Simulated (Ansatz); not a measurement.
# (CdS)1(MgS)3 [001] superlattice, started as zinc blende: phonons and vibrational spectra, part 3 of 3

How does (CdS)1(MgS)3 [001] superlattice, started as zinc blende vibrate, and is this structure a minimum?

Ansatz 0.2.0; DFT PBEsol, scalar-relativistic, plane waves, PAW.

So far. Step 4 (Tight relaxation): The largest force component left is 0.64 meV/Å and the pressure is 0.002 GPa, within the tolerances set. The cell now holds 23.07 Å³/atom. The relaxed cell has a = 4.036, c = 11.333 Å (conventional setting).

The structure was built from a prototype and need not be the compound's stable phase.

## Step 5: Zone-centre response (continued)

Activity x (w_L - w)^4 (n + 1)/w, 532 nm, 300 K; modes without the macroscopic field alone. Lines of the Raman spectrum (strongest = 100):

```
position (cm⁻¹)  relative intensity
             60                 100
             89                  38
            111                  14
            125                 0.1
            170                  26
            249                 0.5
            254                 2.1
            281                  10
            327                 3.2
            328                 0.2
            330                  32
            340                 0.6
            366                 1.0
            389                 0.7
```

Static second-order susceptibility (pm/V), twice the coefficient d of second-harmonic generation. Second order susceptibility, by row:

```
field along  xx  yy  zz    yz    xz    xy
          x   0   0   0  9.09     0     0
          y   0   0   0     0  9.09     0
          z   0   0   0     0     0  9.09
```

Before it was imposed, the acoustic sum rule was missed by 1.6e-4 eV/Å² and the charge sum rule by 0.021 e. Small misses are needed for a sound result but don't prove that mesh and cutoff are converged. The lowest optical mode is real, 59.9 cm⁻¹.

The log warns of the k mesh: “the force constants stand on the 8×8×2 k-mesh, whose period is 11.70 times the interband length at k = (0.0000, 0.0000, 0.0000), direct gap 2.511 eV, under 14: take them and everything formed from them as unconverged”.

## Step 6: Another isotope, element Cd, natural mass 112.414 amu

An isotope changes the mass and not the force constants, so no new electronic calculation is needed; the shifts show which modes move this element.

The same force constants with the mass of Cd changed from 112.414 to 115.905 u (phonopy, no LO-TO term). Both lists are sorted by frequency; levels can cross, so a row need not hold one and the same mode. Modes under 3 cm⁻¹ are left out. Isotope shifts, by row:

```
    q  rank  natural mass (cm⁻¹)  changed mass (cm⁻¹)
0 0 0     4                59.86                59.43
0 0 0     5                59.86                59.43
0 0 0     6                88.83                88.83
0 0 0     7                88.83                88.83
0 0 0     8                110.8                110.8
0 0 0     9                110.8                110.8
0 0 0    10                124.6                123.8
0 0 0    11                170.5                170.5
0 0 0    12                249.4                248.7
0 0 0    13                253.6                253.1
0 0 0    14                253.6                253.1
0 0 0    15                281.2                281.2
0 0 0    16                  327                  327
0 0 0    17                327.7                327.7
0 0 0    18                327.7                327.7
0 0 0    19                329.5                329.5
0 0 0    20                329.5                329.5
0 0 0    21                  340                  340
0 0 0    22                  340                  340
0 0 0    23                366.4                366.3
0 0 0    24                388.9                388.9
```

A mode of this element alone would shift by -1.52 %. The highest zone-centre frequency without the field goes from 388.9 to 388.9 cm⁻¹ (+0.0 %). The product of the frequency ratios over all optical modes at Γ is 0.971; the product rule, (m/m′)^(3k/2) (M′/M)^(3/2) with k = 1 such atoms and M the mass of the cell, gives 0.971.

## Step 7: Isotope substitution, element Mg, natural mass 24.305 amu

The same for Mg, from 24.30 to 25.98 u.

A mode of this element alone would shift by -3.28 %. The highest zone-centre frequency without the field goes from 388.9 to 381.3 cm⁻¹ (-2.0 %). The product of the frequency ratios over all optical modes at Γ is 0.758; the product rule, (m/m′)^(3k/2) (M′/M)^(3/2) with k = 3 such atoms and M the mass of the cell, gives 0.758.

## Step 8: Another isotope, element S, natural mass 32.06 amu

The same for S, from 32.06 to 33.97 u.

The same force constants with the mass of S changed from 32.060 to 33.968 u (phonopy, no LO-TO term). Both lists are sorted by frequency; levels can cross, so a row need not hold one and the same mode. Modes under 3 cm⁻¹ are left out. Isotope shifts, by row:

```
    q  rank  natural mass (cm⁻¹)  changed mass (cm⁻¹)
0 0 0     4                59.86                59.31
0 0 0     5                59.86                59.31
0 0 0     6                88.83                87.45
0 0 0     7                88.83                87.45
0 0 0     8                110.8                109.2
0 0 0     9                110.8                109.2
0 0 0    10                124.6                123.2
0 0 0    11                170.5                167.5
0 0 0    12                249.4                245.2
0 0 0    13                253.6                247.6
0 0 0    14                253.6                247.6
0 0 0    15                281.2                273.2
0 0 0    16                  327                323.2
0 0 0    17                327.7                323.2
0 0 0    18                327.7                324.3
0 0 0    19                329.5                325.3
0 0 0    20                329.5                325.3
0 0 0    21                  340                335.6
0 0 0    22                  340                335.6
0 0 0    23                366.4                362.8
0 0 0    24                388.9                384.6
```

A mode of this element alone would shift by -2.85 %. The highest zone-centre frequency without the field goes from 388.9 to 384.6 cm⁻¹ (-1.1 %). The product of the frequency ratios over all optical modes at Γ is 0.733; the product rule, (m/m′)^(3k/2) (M′/M)^(3/2) with k = 4 such atoms and M the mass of the cell, gives 0.733.

## Step 9: What came out

- space group after relaxation (within 0.01 Å): P-4m2
- volume per atom: 23.1 Å³
- gap on the k-mesh: 2.51 eV
- highest optical mode at the zone centre (no LO-TO term): 389 cm⁻¹
- top of the zone-centre spectrum with the field: 407 cm⁻¹
- lowest optical zone-centre mode: 59.9 cm⁻¹
- mean high-frequency dielectric constant: 4.58
- mean static dielectric constant: 7.30
- largest Born charge (third of the trace): 1.98 e
- imaginary modes at Γ (the only wavevector solved): none

The structure is stable against zone-centre distortions, since no mode there is imaginary; other wavevectors were not solved, so zone-boundary instabilities are untested. Without the field, the optical modes at Γ span 60 to 389 cm⁻¹. No dispersion was computed. With the macroscopic field of the longitudinal modes the top of the zone-centre spectrum lies at 407 cm⁻¹, against 389 cm⁻¹ without it. Lattice motion raises the mean dielectric constant from 4.582 to 7.300. The strongest infrared line is at 330 cm⁻¹. Averaged over orientations, the strongest Raman line at 532 nm and 300 K is at 60 cm⁻¹, among the modes without the field; their longitudinal partners can be Raman active too. With the field response the log warns that the k mesh is coarse for the force constants too, so the frequencies may not be converged. The starting cell was built on a prototype and not taken from a measurement, so the phase need not exist. These are harmonic frequencies at zero temperature: anharmonic shifts, linewidths and thermal expansion are left out.

[Logs are printed without paths, hosts, clocks, repeated set-up lines and the standing remarks that a program may print on its own settings, such as how far it seeks lower states.]

[Hosts, paths, dates, database ids (printed as entryN), source tags and the programs' standing remarks are cut or masked in the printed files.]
